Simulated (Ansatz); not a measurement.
# ScOs3, from a guessed structure to a relaxed one

Starting from a made-up structure for ScOs3, the aim is the relaxed cell, its shortest contacts and, where a second run follows, its electronic structure.

Calculated with Ansatz 0.2.0; DFT, PBE, plane-wave PAW, files of the set soft_1, scalar-relativistic, no spin, cell and ions relaxed at zero pressure; PAW set soft_1, in the first sound run; inputs show where later runs differ.

## 1. Starting point

It takes space group Pm-3m (No. 221, cubic). The conventional cell has a = 4.110 Å, b = 4.110 Å, c = 4.110 Å, α = 90.00°, β = 90.00°, γ = 90.00°. Nearest to Os lie 8 Os at 2.91 Å and 4 Sc at 2.91 Å. Nearest to Sc lie 12 Os at 2.91 Å. Farther neighbours are not listed.

## 2. Relaxing cell and atoms

The guess takes its coordinates from another compound and its volume from a rule, so the cell and any free coordinates are relaxed together.

Contents of input.yaml:

```yaml
crystal:
  lattice:
    - [4.11, 0.0, 0.0]
    - [0.0, 4.11, 0.0]
    - [0.0, 0.0, 4.11]
  atoms:
    - { symbol: Os, position: [0.5, 0.5, 0.0] }
    - { symbol: Os, position: [0.0, 0.5, 0.5] }
    - { symbol: Os, position: [0.5, 0.0, 0.5] }
    - { symbol: Sc, position: [0.0, 0.0, 0.0] }
kpoints:
  mp_grid: { grid: [7, 7, 7] }
scf:
  occupations: { method: fermi_dirac, width: 0.05 }
hamiltonian:
  xc: pbe
  pseudopotentials: { kind: paw, azcp: { folder: soft_1 } }
relax:
  f_tol: 0.015
  max_steps: 70
  cell: {}
output:
  forces: true
  stress: true
```

Run with:

```
> ansatz run input.yaml --threads 4 --pin off --max-ram 8192MiB --backend cpu --events-out ev --progress --plain --runs-dir out
```

Numbers of over 12 decimals in the logs are rounded to 6 here.

Output:

```text
Engine: ansatz 0.2.0, x86_64-unknown-linux-gnu
Pseudopotentials: kind: paw
Pseudopotential: Os, paw, valence charge 16, recommended cutoff 420 eV (normal), soft_1/Os.paw.azcp
Pseudopotential: Sc, paw, valence charge 11, recommended cutoff 420 eV (normal), soft_1/Sc.paw.azcp
Functional definition: PBE
  parameter kappa = 0.804
  parameter beta = 0.066725
  exchange = pbe_x(kappa = kappa, mu = beta*pi^2/3)
  correlation = pbe_c(beta = beta)
Crystal: 4 atoms, lattice volume = 69.427 Å³
Basis set: ecut = 420 eV, 1357 PW (Γ), exchange–correlation on 60×60×60 points (8 copies of the dense FFT grid, shifted against one another)
Bands: 36, of which v1, the nominal top of the filled ones, is band 30 counted from 1 (29 counted from 0)
Symmetry: 48 space group operations
Space group: Pm-3m (ITA 221), of the structure as read, at distance tolerance 4.1e-5 Å
k-points: 20 of 343
Non-local potential: Os, projectors of the file, l = 0: 3, l = 1: 2, l = 2: 2, l = 3: 1
Non-local potential: Sc, projectors of the file, l = 0: 3, l = 1: 2, l = 2: 3, l = 3: 1
PAW form: soft (Blöchl's): semilocal exchange-correlation on the pseudo side does not see the compensation charge
PAW one-centre angular grid: Os, 590 points (default); XC on 64 Gauss nodes
PAW one-centre angular grid: Sc, 590 points (default); XC on 64 Gauss nodes
Initial density: superposition of atomic densities (chi_scale 0.1, normalization cell, long waves kept (reshape's long-wave potential 0.00 eV rms))
Initial wavefunctions: pseudopotential atomic-orbital guess
Functional: x = pbe(κ = 0.804, μ = 0.219515), c = pbe(β = 0.066725)
SCF iter   1: F=—  HF=-36296.122708 eV  |F-HF|=—  |Δ(HF+E_count)|=         —  Δρ=1.46e-1  dr2=3.20e1  ethr=3.10e-3  ⟨swp⟩=3.6  Hψ=2205  notcnv=0
preconditioner: auto → Kerker (q_TF=auto, 2.655 Å⁻¹)  [metal: Δε(μ)=0.115 eV  Ē_g=4.150 eV  σ=0.050 eV  W_gap=0.48  n_scr=26 (ndim 8)  ℏωp=23.2 eV  f_vac=0.000  D(μ)=3.67/eV (n_scr^D=32)]
SCF iter   2: F=—  HF=-36293.307258 eV  |F-HF|=—  |Δ(HF+E_count)|=    2.82e0  Δρ=6.74e-2  dr2=7.32e0  ethr=3.10e-3  ⟨swp⟩=2.2  Hψ=1235  notcnv=0  defer=5
SCF iter   3: F=—  HF=-36292.523146 eV  |F-HF|=—  |Δ(HF+E_count)|=   7.84e-1  Δρ=1.40e-2  dr2=2.33e-1  ethr=3.10e-3  ⟨swp⟩=3.0  Hψ=1259  notcnv=0  defer=5
SCF iter   4: F=—  HF=-36292.474304 eV  |F-HF|=—  |Δ(HF+E_count)|=   4.88e-2  Δρ=3.29e-3  dr2=1.40e-2  ethr=3.94e-4  ⟨swp⟩=2.5  Hψ=1028  notcnv=0  defer=3
SCF iter   5: F=—  HF=-36292.471935 eV  |F-HF|=—  |Δ(HF+E_count)|=   2.37e-3  Δρ=8.95e-4  dr2=8.40e-4  ethr=2.37e-5  ⟨swp⟩=2.0  Hψ=1064  notcnv=0  defer=3
SCF iter   6: F=—  HF=-36292.471889 eV  |F-HF|=—  |Δ(HF+E_count)|=   4.56e-5  Δρ=2.17e-4  dr2=5.03e-5  ethr=1.42e-6  ⟨swp⟩=2.0  Hψ=869  notcnv=0  defer=3
SCF iter   7: F=—  HF=-36292.471873 eV  |F-HF|=—  |Δ(HF+E_count)|=   1.63e-5  Δρ=4.00e-5  dr2=1.14e-6  ethr=8.53e-8  ⟨swp⟩=2.1  Hψ=1000  notcnv=0  defer=2
SCF iter   8: F=-36292.471873 eV  HF=-36292.471873 eV  |F-HF|=3.11e-8  |Δ(HF+E_count)|=   2.48e-7  Δρ=8.10e-6  dr2=4.80e-8  ethr=1.69e-10  ⟨swp⟩=4.0  Hψ=2333  notcnv=0
SCF 1 converged in 8 iterations: F = -36292.471873 eV  dr2 = 4.80e-8
  greatest PAW one-centre occupation: 1.000 electrons in one spin orbital (limit 2), on the Os atom at site 2 (counted from 0), in its partial waves of l = 0
relax step   1: F+E_penalty+E_count = -36292.47187294 eV  Δ(F+E_penalty+E_count) = +0.000e0 eV  max|allowed force component| = 3.434e-28 eV/Å  Δτ_max = 0.0000 Å  P = -23.157 GPa  Ω = 69.427 Å³  (8 SCF iters, dr2 threshold 1.00e-7 eV, accepted)
Crystal: 4 atoms, lattice volume = 59.760 Å³
Basis set: ecut = 420 eV, 1189 PW (Γ), exchange–correlation on 60×60×60 points (8 copies of the dense FFT grid, shifted against one another)
Initial density: handed on by an earlier stage of this run
Initial wavefunctions: those handed on with the density
iter 1 solved again at ethr=1.18e-3 eV; its pass at ethr=3.10e-3 eV (dr2=6.96e-1 eV) is discarded
SCF iter   1: F=—  HF=-36293.172131 eV  |F-HF|=—  |Δ(HF+E_count)|=         —  Δρ=2.29e-2  dr2=7.09e-1  ethr=1.18e-3  ⟨swp⟩=1.0  Hψ=3406  notcnv=0
preconditioner: auto → Kerker (q_TF=auto, 2.722 Å⁻¹)  [metal: Δε(μ)=0.029 eV  Ē_g=9.632 eV  σ=0.050 eV  W_gap=0.14  n_scr=18 (ndim 8)  ℏωp=27.6 eV  f_vac=0.000  D(μ)=8.17/eV (n_scr^D=122)]
SCF iter   2: F=—  HF=-36293.091214 eV  |F-HF|=—  |Δ(HF+E_count)|=   8.09e-2  Δρ=1.16e-2  dr2=2.00e-1  ethr=1.18e-3  ⟨swp⟩=2.0  Hψ=848  notcnv=0
SCF iter   3: F=—  HF=-36293.058288 eV  |F-HF|=—  |Δ(HF+E_count)|=   3.29e-2  Δρ=1.94e-3  dr2=4.86e-3  ethr=3.39e-4  ⟨swp⟩=2.1  Hψ=1037  notcnv=0
SCF iter   4: F=—  HF=-36293.057303 eV  |F-HF|=—  |Δ(HF+E_count)|=   9.85e-4  Δρ=3.96e-4  dr2=5.15e-5  ethr=8.24e-6  ⟨swp⟩=2.0  Hψ=1118  notcnv=0
SCF iter   5: F=—  HF=-36293.057316 eV  |F-HF|=—  |Δ(HF+E_count)|=   1.23e-5  Δρ=7.89e-5  dr2=2.20e-6  ethr=8.72e-8  ⟨swp⟩=2.1  Hψ=1221  notcnv=0
SCF iter   6: F=-36293.057316 eV  HF=-36293.057316 eV  |F-HF|=5.00e-8  |Δ(HF+E_count)|=   2.45e-7  Δρ=1.45e-5  dr2=1.46e-7  ethr=6.78e-10  ⟨swp⟩=4.0  Hψ=2223  notcnv=0
SCF 2 converged in 6 iterations: F = -36293.057316 eV  dr2 = 1.46e-7
  greatest PAW one-centre occupation: 1.000 electrons in one spin orbital (limit 2), on the Os atom at site 1 (counted from 0), in its partial waves of l = 0
relax step   2: F+E_penalty+E_count = -36293.05731575 eV  Δ(F+E_penalty+E_count) = -5.854e-1 eV  max|allowed force component| = 8.940e-30 eV/Å  Δτ_max = 0.0000 Å  P = +8.437 GPa  Ω = 59.760 Å³  energy of the carried Pulay correction = +3.280e-3 eV  (6 SCF iters, dr2 threshold 4.00e-7 eV, accepted)
Crystal: 4 atoms, lattice volume = 62.067 Å³
Basis set: ecut = 420 eV, 1213 PW (Γ), exchange–correlation on 60×60×60 points (8 copies of the dense FFT grid, shifted against one another)
iter 1 solved again at ethr=6.92e-5 eV; its pass at ethr=3.10e-3 eV (dr2=4.08e-2 eV) is discarded
SCF iter   1: F=—  HF=-36293.109506 eV  |F-HF|=—  |Δ(HF+E_count)|=         —  Δρ=5.43e-3  dr2=4.26e-2  ethr=6.92e-5  ⟨swp⟩=1.0  Hψ=3227  notcnv=0
preconditioner: auto → Kerker (q_TF=auto, 2.705 Å⁻¹)  [metal: Δε(μ)=0.038 eV  Ē_g=9.436 eV  σ=0.050 eV  W_gap=0.19  n_scr=18 (ndim 8)  ℏωp=27.1 eV  f_vac=0.000  D(μ)=8.22/eV (n_scr^D=122)]
SCF iter   2: F=—  HF=-36293.104014 eV  |F-HF|=—  |Δ(HF+E_count)|=   5.49e-3  Δρ=2.73e-3  dr2=1.22e-2  ethr=6.92e-5  ⟨swp⟩=2.0  Hψ=870  notcnv=0
SCF iter   3: F=—  HF=-36293.101913 eV  |F-HF|=—  |Δ(HF+E_count)|=   2.10e-3  Δρ=4.44e-4  dr2=1.43e-4  ethr=2.06e-5  ⟨swp⟩=2.0  Hψ=1057  notcnv=0
SCF iter   4: F=—  HF=-36293.101896 eV  |F-HF|=—  |Δ(HF+E_count)|=   1.69e-5  Δρ=7.90e-5  dr2=6.78e-6  ethr=2.43e-7  ⟨swp⟩=2.0  Hψ=972  notcnv=0
iter 5 did not close the SCF: its close was put off for the readings that it lacked (scf_convergence_deferred on its scf_iter line)
SCF iter   5: F=-36293.101895 eV  HF=-36293.101895 eV  |F-HF|=6.43e-8  |Δ(HF+E_count)|=   8.64e-7  Δρ=1.78e-5  dr2=1.72e-7  ethr=1.15e-8  ⟨swp⟩=2.0  Hψ=936  notcnv=0
SCF iter   6: F=-36293.101895 eV  HF=-36293.101895 eV  |F-HF|=3.57e-10  |Δ(HF+E_count)|=  1.82e-10  Δρ=3.87e-6  dr2=7.01e-9  ethr=2.92e-10  ⟨swp⟩=2.0  Hψ=2185  notcnv=0
SCF 3 converged in 6 iterations: F = -36293.101895 eV  dr2 = 7.01e-9
relax step   3: F+E_penalty+E_count = -36293.10189541 eV  Δ(F+E_penalty+E_count) = -4.458e-2 eV  max|allowed force component| = 8.480e-30 eV/Å  Δτ_max = 0.0000 Å  P = -1.780 GPa  Ω = 62.067 Å³  energy of the carried Pulay correction = +2.453e-3 eV  (6 SCF iters, dr2 threshold 4.00e-7 eV, accepted)
Crystal: 4 atoms, lattice volume = 61.652 Å³
iter 1 solved again at ethr=2.13e-6 eV; its pass at ethr=3.10e-3 eV (dr2=1.26e-3 eV) is discarded
SCF iter   1: F=—  HF=-36293.104709 eV  |F-HF|=—  |Δ(HF+E_count)|=         —  Δρ=9.81e-4  dr2=1.37e-3  ethr=2.13e-6  ⟨swp⟩=2.6  Hψ=3277  notcnv=0
preconditioner: auto → Kerker (q_TF=auto, 2.708 Å⁻¹)  [metal: Δε(μ)=0.032 eV  Ē_g=9.468 eV  σ=0.050 eV  W_gap=0.16  n_scr=18 (ndim 8)  ℏωp=27.2 eV  f_vac=0.000  D(μ)=8.09/eV (n_scr^D=122)]
SCF iter   2: F=—  HF=-36293.104542 eV  |F-HF|=—  |Δ(HF+E_count)|=   1.67e-4  Δρ=4.77e-4  dr2=3.66e-4  ethr=2.13e-6  ⟨swp⟩=1.8  Hψ=751  notcnv=0
SCF iter   3: F=—  HF=-36293.104484 eV  |F-HF|=—  |Δ(HF+E_count)|=   5.81e-5  Δρ=8.27e-5  dr2=9.45e-6  ethr=6.20e-7  ⟨swp⟩=2.0  Hψ=872  notcnv=0
iter 4 did not close the SCF: its close was put off for the readings that it lacked (scf_convergence_deferred on its scf_iter line)
SCF iter   4: F=-36293.104482 eV  HF=-36293.104482 eV  |F-HF|=6.12e-8  |Δ(HF+E_count)|=   2.23e-6  Δρ=1.89e-5  dr2=1.58e-7  ethr=1.60e-8  ⟨swp⟩=2.0  Hψ=914  notcnv=0
iter 5 did not close the SCF: its close was put off for the readings that it lacked (scf_convergence_deferred on its scf_iter line)
SCF iter   5: F=-36293.104482 eV  HF=-36293.104482 eV  |F-HF|=2.51e-9  |Δ(HF+E_count)|=   1.95e-8  Δρ=3.40e-6  dr2=6.87e-9  ethr=2.68e-10  ⟨swp⟩=2.0  Hψ=971  notcnv=0
SCF iter   6: F=-36293.104482 eV  HF=-36293.104482 eV  |F-HF|=1.46e-10  |Δ(HF+E_count)|=  4.80e-10  Δρ=7.11e-7  dr2=3.44e-10  ethr=1.16e-11  ⟨swp⟩=1.1  Hψ=1725  notcnv=0
SCF 4 converged in 6 iterations: F = -36293.104482 eV  dr2 = 3.44e-10
relax step   4: F+E_penalty+E_count = -36293.10448202 eV  Δ(F+E_penalty+E_count) = -2.587e-3 eV  max|allowed force component| = 1.364e-29 eV/Å  Δτ_max = 0.0000 Å  P = -0.096 GPa  Ω = 61.652 Å³  energy of the carried Pulay correction = +2.599e-3 eV  (6 SCF iters, dr2 threshold 4.00e-7 eV, accepted)
Crystal: 4 atoms, lattice volume = 61.630 Å³
iter 1 solved again at ethr=6.60e-9 eV; its pass at ethr=3.10e-3 eV (dr2=3.89e-6 eV) is discarded
SCF iter   1: F=—  HF=-36293.104496 eV  |F-HF|=—  |Δ(HF+E_count)|=         —  Δρ=5.44e-5  dr2=4.23e-6  ethr=6.60e-9  ⟨swp⟩=2.5  Hψ=3137  notcnv=0
preconditioner: auto → Kerker (q_TF=auto, 2.709 Å⁻¹)  [metal: Δε(μ)=0.033 eV  Ē_g=9.470 eV  σ=0.050 eV  W_gap=0.16  n_scr=18 (ndim 8)  ℏωp=27.2 eV  f_vac=0.000  D(μ)=8.10/eV (n_scr^D=122)]
SCF iter   2: F=—  HF=-36293.104497 eV  |F-HF|=—  |Δ(HF+E_count)|=   1.20e-6  Δρ=2.66e-5  dr2=1.15e-6  ethr=6.60e-9  ⟨swp⟩=1.7  Hψ=749  notcnv=0
SCF iter   3: F=—  HF=-36293.104497 eV  |F-HF|=—  |Δ(HF+E_count)|=   2.08e-7  Δρ=4.50e-6  dr2=2.67e-8  ethr=1.94e-9  ⟨swp⟩=2.0  Hψ=875  notcnv=0
iter 4 did not close the SCF: its close was put off for the readings that it lacked (scf_convergence_deferred on its scf_iter line)
SCF iter   4: F=-36293.104497 eV  HF=-36293.104497 eV  |F-HF|=1.75e-10  |Δ(HF+E_count)|=   6.24e-9  Δρ=1.02e-6  dr2=4.61e-10  ethr=4.53e-11  ⟨swp⟩=2.0  Hψ=931  notcnv=0
iter 5 did not close the SCF: its close was put off for the readings that it lacked (scf_convergence_deferred on its scf_iter line)
SCF iter   5: F=-36293.104497 eV  HF=-36293.104497 eV  |F-HF|=1.46e-11  |Δ(HF+E_count)|=  5.09e-11  Δρ=1.80e-7  dr2=1.99e-11  ethr=1.00e-12  ⟨swp⟩=2.0  Hψ=948  notcnv=0
SCF iter   6: F=-36293.104497 eV  HF=-36293.104497 eV  |F-HF|=0.00e0  |Δ(HF+E_count)|=  1.46e-11  Δρ=3.72e-8  dr2=8.13e-13  ethr=1.00e-12  ⟨swp⟩=1.0  Hψ=1520  notcnv=0
SCF 5 converged in 6 iterations: F = -36293.104497 eV  dr2 = 8.13e-13
relax step   5: F+E_penalty+E_count = -36293.10449709 eV  Δ(F+E_penalty+E_count) = -1.507e-5 eV  max|allowed force component| = 8.053e-30 eV/Å  Δτ_max = 0.0000 Å  P = -0.001 GPa  Ω = 61.630 Å³  energy of the carried Pulay correction = +2.607e-3 eV  (6 SCF iters, dr2 threshold 2.30e-8 eV, accepted)
Basis set: ecut = 420 eV, 1213 PW (Γ), exchange–correlation on 54×54×54 points (8 copies of the dense FFT grid, shifted against one another)
Initial wavefunctions: pseudopotential atomic-orbital guess (no wavefunctions were taken with the density)
iter 1 solved again at ethr=3.62e-8 eV; its pass at ethr=3.10e-3 eV (dr2=2.13e-5 eV) is discarded
SCF iter   1: F=—  HF=-36293.101808 eV  |F-HF|=—  |Δ(HF+E_count)|=         —  Δρ=2.31e-4  dr2=5.79e-6  ethr=3.62e-8  ⟨swp⟩=3.0  Hψ=4102  notcnv=0
preconditioner: auto → Kerker (q_TF=auto, 2.709 Å⁻¹)  [metal: Δε(μ)=0.034 eV  Ē_g=9.470 eV  σ=0.050 eV  W_gap=0.17  n_scr=18 (ndim 8)  ℏωp=27.2 eV  f_vac=0.000  D(μ)=8.10/eV (n_scr^D=122)]
SCF iter   2: F=—  HF=-36293.101790 eV  |F-HF|=—  |Δ(HF+E_count)|=   1.79e-5  Δρ=1.23e-4  dr2=1.54e-6  ethr=9.81e-9  ⟨swp⟩=2.0  Hψ=1299  notcnv=0
SCF iter   3: F=—  HF=-36293.101793 eV  |F-HF|=—  |Δ(HF+E_count)|=   2.81e-6  Δρ=7.25e-6  dr2=8.51e-9  ethr=2.62e-9  ⟨swp⟩=2.0  Hψ=1300  notcnv=0
SCF iter   4: F=—  HF=-36293.101793 eV  |F-HF|=—  |Δ(HF+E_count)|=   6.67e-9  Δρ=9.15e-7  dr2=2.93e-10  ethr=1.44e-11  ⟨swp⟩=2.0  Hψ=986  notcnv=0
iter 5 did not close the SCF: its close was put off for the readings that it lacked (scf_convergence_deferred on its scf_iter line)
SCF iter   5: F=-36293.101793 eV  HF=-36293.101793 eV  |F-HF|=7.28e-12  |Δ(HF+E_count)|=  3.64e-11  Δρ=1.57e-7  dr2=1.05e-11  ethr=1.00e-12  ⟨swp⟩=1.0  Hψ=720  notcnv=0
SCF iter   6: F=-36293.101793 eV  HF=-36293.101793 eV  |F-HF|=7.28e-12  |Δ(HF+E_count)|=  7.28e-12  Δρ=3.09e-8  dr2=4.74e-13  ethr=1.00e-12  ⟨swp⟩=2.0  Hψ=2105  notcnv=0
SCF 6 converged in 6 iterations: F = -36293.101793 eV  dr2 = 4.74e-13
relax step   6: F+E_penalty+E_count = -36293.10179260 eV  Δ(F+E_penalty+E_count) = +2.704e-3 eV  max|allowed force component| = 1.065e-29 eV/Å  Δτ_max = 0.0000 Å  P = +0.005 GPa  Ω = 61.630 Å³  stress off target by 4.93e-3 GPa  SCF on the basis re-selected at this cell (its energy is not comparable with the rows above)  (6 SCF iters)
basis re-selected at this cell: Δ(F+E_penalty+E_count) = +2.704e-3 eV, ΔP = +0.006 GPa vs the last step (what re-selecting the basis moved, of the pressure what is left beyond the Pulay correction that the steps carried, after the strain that the cell walked since its last selection, with what the two solves' SCF thresholds leave and, on support functions, any second-order correction that the steps lacked; it is no measure of the basis error at this ecutwfc). The dense FFT grid was sized anew with the basis: this SCF ran on 27×27×27 points, the steps before it on 30×30×30, so part of this shift can come from that change (see relax.cell in the input reference). [rest of the remark cut]
SCF converged after 6 iterations
Free energy (F): -36293.101793 eV
Harris-Foulkes:  -36293.101793 eV  (|F-HF|=7.28e-12)
Internal energy: -36293.037975 eV  (E = F + TS)
E sigma→0 (E₀):  -36293.069884 eV
Entropy (-TS):   -0.063817 eV (-15.954 meV/atom)
Fermi energy:    20.775033 eV
--- Per-component energies (eV) ---
  E_band       = -433.699905
  E_kinetic    = 1684.057219
  E_local      = -3798.092657  (includes V_loc(G=0)·N_el)
  E_nonlocal   = 734.138691
  E_hartree    = 1355.871018
  E_xc         = -786.643170
  E_vxc        = -843.185644  (∫ρ·V_xc dr)
  E_paw        = -28132.608090  (= ΣΔE_a)
  E_vpaw       = -922.360986  (= ΣTr[D̂ρ^β])
  E_aug_tail   = 0.001433  (compensation charges beyond the density's cutoff)
  E_ewald      = -7349.762419
  E_smearing   = -0.063817  (= −TS)
  E_closure    = 0.000000  (closes the sum)
  Σ components = -36293.101793   (vs F -36293.101793, Δ=0.00e0)
--- Forces (eV/Å), atoms counted from 1 ---
  atom   1  Os    -0.00000000     0.00000000     0.00000000
  atom   2  Os    -0.00000000    -0.00000000     0.00000000
  atom   3  Os    -0.00000000     0.00000000     0.00000000
  atom   4  Sc    -0.00000000     0.00000000    -0.00000000
  max |Σ_I F_I| component: 2.26e-29 eV/Å
--- Stress (GPa, compression-positive) ---
        0.004933      -0.000000       0.000000
       -0.000000       0.004933      -0.000000
        0.000000      -0.000000       0.004933
  P = ⅓ Tr σ = 0.0049 GPa (0.049 kbar)
--- Relaxed structure (5 steps of the walk, 5 accepted, 1 SCFs on fresh bases) ---
  F+E_penalty+E_count = -36293.10179260 eV   max|allowed force component| = 1.065e-29 eV/Å   (the final SCF, on the basis selected at the relaxed cell)
  cell:  # Å, volume = 61.6295 Å³
    - [3.949993, 0, 0]
    - [0, 3.949993, 0]
    - [0, 0, 3.949993]
  atoms:
    - { symbol: Os, position: [0.5, 0.5, 0] }
    - { symbol: Os, position: [0, 0.5, 0.5] }
    - { symbol: Os, position: [0.5, 0, 0.5] }
    - { symbol: Sc, position: [0, 0, 0] }
```

Wall time 9.6 s (4 threads of Intel Xeon Platinum 8488C (Sapphire Rapids), shared host); peak memory 0.54 GiB; 13 s of CPU time.

Step by step:

```csv
step,energy less that of the first step (eV),largest force component (eV/Å),pressure (GPa),volume (Å³)
1,0.0000,0.0000,-23.16,69.43
2,-0.5854,0.0000,8.44,59.76
3,-0.6300,0.0000,-1.78,62.07
4,-0.6326,0.0000,-0.10,61.65
5,-0.6326,0.0000,0.00,61.63
6*,-0.6299,0.0000,0.00,61.63
```

Relaxation steps marked * repeat the geometry before them on a plane-wave basis chosen anew for their cell, so energy and pressure can jump there.

The run keeps the 48 symmetry operations that it works with, so distortions that break them were not tested.

```
conventional cell, symmetrised  before  after   change
                         a (Å)   4.110  3.950   -3.9 %
                         b (Å)   4.110  3.950   -3.9 %
                         c (Å)   4.110  3.950   -3.9 %
              volume (Å³/atom)   17.36  15.41  -11.2 %
```

The relaxed structure:

```xyz
4
Lattice="3.9500 0.0000 0.0000 0.0000 3.9500 0.0000 0.0000 0.0000 3.9500" Properties=species:S:1:pos:R:3 pbc="T T T"
Os    1.9750    1.9750    0.0000
Os    0.0000    1.9750    1.9750
Os    1.9750    0.0000    1.9750
Sc    0.0000    0.0000    0.0000
```

This step gave:

```yaml
free_energy: -36293.1018 eV
energy_at_zero_smearing: -36293.0699 eV
smearing_term_ts: 0.06382 eV
fermi_energy: 20.78 eV
electrons: 59
symmetry_operations: 48
pressure: 0.004933 GPa
```

Shortest distances by pair of elements, guess and relaxed (not always the same contact):

```
 pair  guess (Å)  relaxed (Å)
Os–Os      2.906        2.793
Os–Sc      2.906        2.793
Sc–Sc      4.110        3.950
```

The relaxation ends with a pressure of 0.00 GPa.

[end of part 1 of 2]

[Logs are printed without paths, hosts, clocks, repeated set-up lines and the standing remarks that a program may print on its own settings, such as how far it seeks lower states.]

[Hosts, paths, dates, database ids (printed as entryN), source tags and the programs' standing remarks are cut or masked in the printed files.]
